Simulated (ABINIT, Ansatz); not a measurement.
**Zr (Zirconium): phonons by linear response**

How does Zr (Zirconium) vibrate, and is this structure a minimum?

Method: DFT LDA, scalar-relativistic, plane waves, PseudoDojo norm-conserving pseudopotentials, in ABINIT 10.8.3.

### 1. Starting point

Symmetry: P6_3/mmc, No. 194, hexagonal system. The conventional cell has a = 3.232 Å, b = 3.232 Å, c = 5.147 Å, α = 90.00°, β = 90.00°, γ = 120.00°. Nearest to Zr lie 12 Zr at 3.18 to 3.23 Å.

Structure file:

```cif
data_structure
_symmetry_space_group_name_H-M 'P6_3/mmc'
_symmetry_Int_Tables_number 194
_cell_length_a 3.2320
_cell_length_b 3.2320
_cell_length_c 5.1470
_cell_angle_alpha 90.000
_cell_angle_beta 90.000
_cell_angle_gamma 120.000
_cell_volume 46.56
loop_
_atom_site_label
_atom_site_type_symbol
_atom_site_symmetry_multiplicity
_atom_site_Wyckoff_symbol
_atom_site_fract_x
_atom_site_fract_y
_atom_site_fract_z
_atom_site_occupancy
Zr1 Zr 2 c 0.33333 0.66667 0.25000 1
```

### 2. A first look

A first run with smearing and empty bands tells whether the crystal has a gap, which decides between fixed occupations and smearing later on.

Input file probe.abi:

```
# ground state
tolvrs 1.0d-08
prtden 1
prtwf 1

# basis, mesh and filling
ecut 29.0
ngkpt 6 6 4
nshiftk 1
shiftk 0.0 0.0 0.0
istwfk *1
occopt 7
tsmear 0.005
nband 19
nstep 100
diemac 9.0
prtebands 0
prtgsr 0

# cell and atoms
acell 6.107594835 6.107594835 9.726420363
rprim 
    1.0 0.0 0.0
    -0.5 0.8660254038 0.0
    0.0 0.0 1.0
ntypat 1
znucl 40
natom 2
typat 1 1
xred 
    1/3 2/3 0.25
    2/3 1/3 0.75
pp_dirpath "./pseudo"
pseudos "Zr.upf"
```

Started as:

```
$ OMP_NUM_THREADS=1 mpirun -n 16 abinit probe.abi > probe.log
```

Numbers of over 12 decimals in the logs are rounded to 6 here.

probe.abo, the main output file:

```text
[banners, grids, parts of the stress and lines that vanish by symmetry left out]
- input  file    -> probe.abi
- output file    -> probe.abo
- root for input  files -> probei
[...]
Symmetries : space group P6_3/m m c (#194); Bravais hP (primitive hexag.)
[...]
mpw =        2388          nfft =       43200          nkpt =          21
[...]
== DATASET  1 ==================================================================
[...]
-    --> not optimal distribution: autoparal keyword recommended in input file <--
[...]
cutoff_energies: {ecut:  29.0, pawecutdg:  -1.0, }
[...]
ETOT  1  -101.31819804095    -1.013E+02 1.015E-01 1.736E+01
 ETOT  2  -101.36520621956    -4.701E-02 1.696E-02 1.538E+00
 ETOT  3  -101.36568666130    -4.804E-04 2.494E-03 1.301E-03
 ETOT  4  -101.36568730191    -6.406E-07 1.307E-03 2.047E-05
 ETOT  5  -101.36568730918    -7.268E-09 5.943E-04 3.266E-07
 ETOT  6  -101.36568730937    -1.952E-10 8.411E-04 5.914E-09
 At SCF step    6       vres2   =  5.91E-09 < tolvrs=  1.00E-08 =>converged.
[...]
sigma(1 1)=  2.36075749E-04  sigma(3 2)=  0.00000000E+00
  sigma(2 2)=  2.36075749E-04  sigma(3 1)=  0.00000000E+00
  sigma(3 3)=  2.12495029E-04  sigma(2 1)=  0.00000000E+00
[...]
convergence: {deltae: -1.952E-10, res2:  5.914E-09, residm:  8.411E-04, diffor: null, }
etotal    :  -1.01365687E+02
[...]
sigma(1 1)=  2.36075749E-04  sigma(3 2)=  0.00000000E+00
  sigma(2 2)=  2.36075749E-04  sigma(3 1)=  0.00000000E+00
  sigma(3 3)=  2.12495029E-04  sigma(2 1)=  0.00000000E+00
[...]
- sigma(1 1)=  6.94558833E+00  sigma(3 2)=  0.00000000E+00
- sigma(2 2)=  6.94558832E+00  sigma(3 1)=  0.00000000E+00
- sigma(3 3)=  6.25181959E+00  sigma(2 1)=  0.00000000E+00
[...]
fcart     -2.2043417220E-29  3.8180318597E-29 -0.0000000000E+00
           strten      2.3607574889E-04  2.3607574855E-04  2.1249502879E-04
================================================================================

[key lines of the parts left out:]
pressure_GPa:  -6.7143E+00
```

Wall time 3.7 s (16 MPI ranks of Arm Neoverse V1, shared host).

Numbers from this step:

* volume per atom: 23.28 Å³
* pressure: -6.714 GPa
* gap on the k-mesh: 0 eV

No gap opens on this mesh, so smearing is kept; the printed pressure holds the stress of the finite basis too.

### 3. Relaxation

The harmonic expansion needs vanishing forces, and a free crystal bears no stress, so cell and atoms are brought to rest. Stress is more sensitive to the basis than forces are: the last 3 Ha under the cutoff are smoothed with ecutsm, and the cutoff is raised above that of the later runs.

Input file relax.abi:

```
# relaxation
ionmov 2
optcell 2
dilatmx 1.08
ntime 40
tolmxf 1.0d-05
tolvrs 1.0d-14
prtwf 0
prtden 0
chksymtnons 0

# basis, mesh and filling
ecut 36.0
ecutsm 3.0
ngkpt 12 12 6
nshiftk 1
shiftk 0.0 0.0 0.0
istwfk *1
occopt 7
tsmear 0.01
nband 19
nstep 100
diemac 1000000.0
prtebands 0
prtgsr 0

# cell and atoms
acell 6.107594835 6.107594835 9.726420363
rprim 
    1.0 0.0 0.0
    -0.5 0.8660254038 0.0
    0.0 0.0 1.0
ntypat 1
znucl 40
natom 2
typat 1 1
xred 
    1/3 2/3 0.25
    2/3 1/3 0.75
pp_dirpath "./pseudo"
pseudos "Zr.upf"
```

Started as:

```
$ OMP_NUM_THREADS=1 mpirun -n 16 abinit relax.abi > relax.log
```

relax.abo, the main output file:

```text
[banners, grids, parts of the stress and lines that vanish by symmetry left out]
- input  file    -> relax.abi
- output file    -> relax.abo
- root for input  files -> relaxi
[...]
Symmetries : space group P6_3/m m c (#194); Bravais hP (primitive hexag.)
[...]
mpw =        4128          nfft =       77760          nkpt =          76
[...]
== DATASET  1 ==================================================================
[...]
cutoff_energies: {ecut:  36.0, pawecutdg:  -1.0, }
[...]
ETOT  1  -101.31098425793    -1.013E+02 1.515E-01 2.920E+01
 ETOT  2  -101.36707151148    -5.609E-02 1.508E-02 1.106E+00
 ETOT  3  -101.36727468536    -2.032E-04 2.599E-03 7.221E-03
 ETOT  4  -101.36727577314    -1.088E-06 2.689E-03 2.898E-05
 ETOT  5  -101.36727577941    -6.272E-09 7.928E-04 2.885E-07
[...]
At SCF step   10       vres2   =  1.52E-15 < tolvrs=  1.00E-14 =>converged.
[...]
sigma(1 1)=  2.08778655E-04  sigma(3 2)=  0.00000000E+00
  sigma(2 2)=  2.08778654E-04  sigma(3 1)=  0.00000000E+00
  sigma(3 3)=  1.87442037E-04  sigma(2 1)=  0.00000000E+00
[...]
convergence: {deltae: -1.421E-12, res2:  1.517E-15, residm:  1.034E-03, diffor: null, }
etotal    :  -1.01367276E+02
[...]
ETOT  1  -101.36668180871    -1.014E+02 2.928E+01 1.117E+01
[...]
At SCF step    9       vres2   =  9.87E-16 < tolvrs=  1.00E-14 =>converged.
[...]
sigma(1 1)=  1.56651784E-04  sigma(3 2)=  0.00000000E+00
  sigma(2 2)=  1.56651783E-04  sigma(3 1)=  0.00000000E+00
  sigma(3 3)=  1.31236203E-04  sigma(2 1)=  0.00000000E+00
[...]
convergence: {deltae:  6.111E-13, res2:  9.873E-16, residm:  1.695E-01, diffor: null, }
etotal    :  -1.01368273E+02
[...]
ETOT  1  -101.35923959023    -1.014E+02 1.525E+03 7.231E+01
[...]
At SCF step    9       vres2   =  3.54E-15 < tolvrs=  1.00E-14 =>converged.
[...]
sigma(1 1)=  3.16914928E-06  sigma(3 2)=  0.00000000E+00
  sigma(2 2)=  3.16914890E-06  sigma(3 1)=  0.00000000E+00
  sigma(3 3)= -3.38715261E-05  sigma(2 1)=  0.00000000E+00
[...]
convergence: {deltae:  1.094E-12, res2:  3.538E-15, residm:  1.049E-02, diffor: null, }
etotal    :  -1.01369333E+02
[...]
ETOT  1  -101.36931780143    -1.014E+02 1.004E-05 1.778E-01
[...]
At SCF step    8       vres2   =  2.44E-15 < tolvrs=  1.00E-14 =>converged.
[...]
sigma(1 1)=  1.01034554E-05  sigma(3 2)=  0.00000000E+00
  sigma(2 2)=  1.01034550E-05  sigma(3 1)=  0.00000000E+00
  sigma(3 3)= -2.31387585E-05  sigma(2 1)=  0.00000000E+00
[...]
convergence: {deltae:  1.648E-12, res2:  2.441E-15, residm:  3.491E-06, diffor: null, }
etotal    :  -1.01369343E+02
[...]
ETOT  1  -101.36931119413    -1.014E+02 5.083E-06 2.816E-01
[...]
sigma(1 1)=  1.44079121E-05  sigma(3 2)=  0.00000000E+00
  sigma(2 2)=  1.44079118E-05  sigma(3 1)=  0.00000000E+00
[...]
convergence: {deltae: -9.948E-14, res2:  7.674E-15, residm:  1.117E-06, diffor: null, }
etotal    :  -1.01369358E+02
[...]
ETOT  1  -101.36928083994    -1.014E+02 7.551E-03 5.000E-01
[...]
convergence: {deltae:  7.390E-13, res2:  1.859E-16, residm:  3.913E-07, diffor: null, }
etotal    :  -1.01369374E+02
[...]
ETOT  1  -101.36933367041    -1.014E+02 1.628E-01 2.670E-01
[...]
convergence: {deltae: -1.592E-12, res2:  5.213E-16, residm:  3.230E-08, diffor: null, }
etotal    :  -1.01369380E+02
[...]
ETOT  1  -101.36937453314    -1.014E+02 4.307E-07 4.172E-02
[...]
convergence: {deltae: -9.521E-13, res2:  3.366E-16, residm:  1.019E-08, diffor: null, }
etotal    :  -1.01369381E+02
[...]
ETOT  1  -101.36938032744    -1.014E+02 5.703E-06 1.564E-03
[...]
At SCF step    7       vres2   =  4.27E-15 < tolvrs=  1.00E-14 =>converged.
[...]
sigma(2 2)=  9.12060686E-09  sigma(3 1)=  0.00000000E+00
  sigma(3 3)=  1.21744047E-07  sigma(2 1)=  0.00000000E+00
[...]
convergence: {deltae:  9.948E-14, res2:  4.271E-15, residm:  2.614E-09, diffor: null, }
etotal    :  -1.01369381E+02
[...]
ETOT  1  -101.36938054907    -1.014E+02 3.497E-09 2.964E-05
[...]
ETOT  5  -101.36938055438     3.979E-13 4.801E-09 7.808E-13
 ETOT  6  -101.36938055438    -2.842E-14 3.167E-09 5.663E-15
 At SCF step    6       vres2   =  5.66E-15 < tolvrs=  1.00E-14 =>converged.
[...]
sigma(1 1)= -3.68985196E-09  sigma(3 2)=  0.00000000E+00
  sigma(2 2)= -3.69022727E-09  sigma(3 1)=  0.00000000E+00
  sigma(3 3)=  2.79160989E-09  sigma(2 1)=  0.00000000E+00
[...]
convergence: {deltae: -2.842E-14, res2:  5.663E-15, residm:  3.167E-09, diffor: null, }
etotal    :  -1.01369381E+02
[...]
At Broyd/MD step  10, gradients are converged :
[...]
sigma(1 1)= -3.68985196E-09  sigma(3 2)=  0.00000000E+00
  sigma(2 2)= -3.69022727E-09  sigma(3 1)=  0.00000000E+00
  sigma(3 3)=  2.79160989E-09  sigma(2 1)=  0.00000000E+00
[...]
- sigma(1 1)= -1.08559193E-04  sigma(3 2)=  0.00000000E+00
- sigma(2 2)= -1.08570235E-04  sigma(3 1)=  0.00000000E+00
- sigma(3 3)=  8.21319985E-05  sigma(2 1)=  0.00000000E+00
[...]
fcart      6.7932690130E-29 -1.3073652311E-29 -0.0000000000E+00
           strten     -3.6898519639E-09 -3.6902272748E-09  2.7916098877E-09
================================================================================

[key lines of the parts left out:]
pressure_GPa:   4.4999E-05
Total energy (etotal) [Ha]= -1.01369380554376E+02
```

Wall time 1.8 min (16 MPI ranks).

The steps of the relaxation:

```tsv
step	energy less that of the first step (eV)	largest force (eV/Å)	volume (Å³)
1	0.0000	0.0000	46.56
2	-0.0271	0.0000	45.72
3	-0.0560	0.0000	43.58
4	-0.0562	0.0000	43.68
5	-0.0567	0.0000	43.76
6	-0.0571	0.0000	43.77
7	-0.0572	0.0000	43.70
8	-0.0573	0.0000	43.66
9	-0.0573	0.0000	43.65
10	-0.0573	0.0000	43.65
```

```tsv
conventional cell, symmetrised	before	after	change
a (Å)	3.232	3.146	-2.7 %
b (Å)	3.232	3.146	-2.7 %
c (Å)	5.147	5.091	-1.1 %
volume (Å³/atom)	23.28	21.82	-6.3 %
```

Final coordinates:

```xyz
2
Lattice="3.1462 0.0000 0.0000 -1.5731 2.7247 0.0000 0.0000 0.0000 5.0913" Properties=species:S:1:pos:R:3 pbc="T T T"
Zr    0.0000    1.8165    1.2728
Zr    1.5731    0.9082    3.8185
```

Numbers from this step:

```yaml
volume_per_atom: 21.82 Å³
pressure: 4.50e-5 GPa
```

The volume changes by -6.3 % in this run and stands -6.3 % from the first cell.

### 4. Ground state

First-order wavefunctions inherit every error of the ground state, hence the very tight tolvrs. Smearing stays on, as the first look found no gap above 0.3 eV.

Input file gs.abi:

```
# ground state
tolvrs 1.0d-16
prtden 1
prtwf 1

# basis, mesh and filling
ecut 29.0
ngkpt 12 12 6
nshiftk 1
shiftk 0.0 0.0 0.0
istwfk *1
occopt 7
tsmear 0.01
nband 19
nstep 100
diemac 1000000.0
prtebands 0
prtgsr 0

# cell and atoms
acell 5.945543783 5.945543783 9.621198923
rprim 
    1.0 0.0 0.0
    -0.5 0.8660254038 0.0
    0.0 0.0 1.0
ntypat 1
znucl 40
natom 2
typat 1 1
xred 
    1/3 2/3 0.25
    2/3 1/3 0.75
pp_dirpath "./pseudo"
pseudos "Zr.upf"
```

Started as:

```
$ OMP_NUM_THREADS=1 mpirun -n 16 abinit gs.abi > gs.log
```

gs.abo, the main output file:

```text
[banners, grids, parts of the stress and lines that vanish by symmetry left out]
- input  file    -> gs.abi
- output file    -> gs.abo
- root for input  files -> gsi
[...]
Symmetries : space group P6_3/m m c (#194); Bravais hP (primitive hexag.)
[...]
mpw =        2214          nfft =       43200          nkpt =          76
[...]
== DATASET  1 ==================================================================
[...]
cutoff_energies: {ecut:  29.0, pawecutdg:  -1.0, }
[...]
ETOT  1  -101.32299890824    -1.013E+02 1.517E-01 1.633E+01
 ETOT  2  -101.36874630762    -4.575E-02 1.171E-02 9.008E-01
 ETOT  3  -101.36902349970    -2.772E-04 3.995E-03 1.138E-03
 ETOT  4  -101.36902390941    -4.097E-07 1.498E-03 1.904E-05
 ETOT  5  -101.36902391451    -5.102E-09 2.389E-03 9.774E-08
[...]
ETOT 10  -101.36902391457     1.108E-12 3.917E-04 2.761E-16
 ETOT 11  -101.36902391457    -5.116E-13 2.139E-04 1.572E-18
 At SCF step   11       vres2   =  1.57E-18 < tolvrs=  1.00E-16 =>converged.
[...]
sigma(1 1)=  1.63468150E-05  sigma(3 2)=  0.00000000E+00
  sigma(2 2)=  1.63468146E-05  sigma(3 1)=  0.00000000E+00
  sigma(3 3)=  1.63682942E-05  sigma(2 1)=  0.00000000E+00
[...]
convergence: {deltae: -5.116E-13, res2:  1.572E-18, residm:  2.139E-04, diffor: null, }
etotal    :  -1.01369024E+02
[...]
sigma(1 1)=  1.63468150E-05  sigma(3 2)=  0.00000000E+00
  sigma(2 2)=  1.63468146E-05  sigma(3 1)=  0.00000000E+00
  sigma(3 3)=  1.63682942E-05  sigma(2 1)=  0.00000000E+00
[...]
- sigma(1 1)=  4.80939900E-01  sigma(3 2)=  0.00000000E+00
- sigma(2 2)=  4.80939889E-01  sigma(3 1)=  0.00000000E+00
- sigma(3 3)=  4.81571841E-01  sigma(2 1)=  0.00000000E+00
[...]
fcart     -2.2644230044E-29  3.9220956933E-29 -0.0000000000E+00
           strten      1.6346814954E-05  1.6346814578E-05  1.6368294184E-05
================================================================================

[key lines of the parts left out:]
pressure_GPa:  -4.8115E-01
```

The job ended after 9.6 s (16 MPI ranks).

Numbers from this step:

| Quantity | Value |
| --- | --- |
| pressure | -0.4812 GPa |

The cell stands at -0.48 GPa: the relaxation ran with a smoothed and higher cutoff, and the difference is a stress of the finite basis.

[end of part 1 of 4]

[Host names and launcher messages were left out of these logs when they were recorded.]

[Logs are printed without paths, hosts, clocks, repeated set-up lines and the standing remarks that a program may print on its own settings, such as how far it seeks lower states.]

[Hosts, paths, dates, database ids (printed as entryN), source tags and the programs' standing remarks are cut or masked in the printed files.]
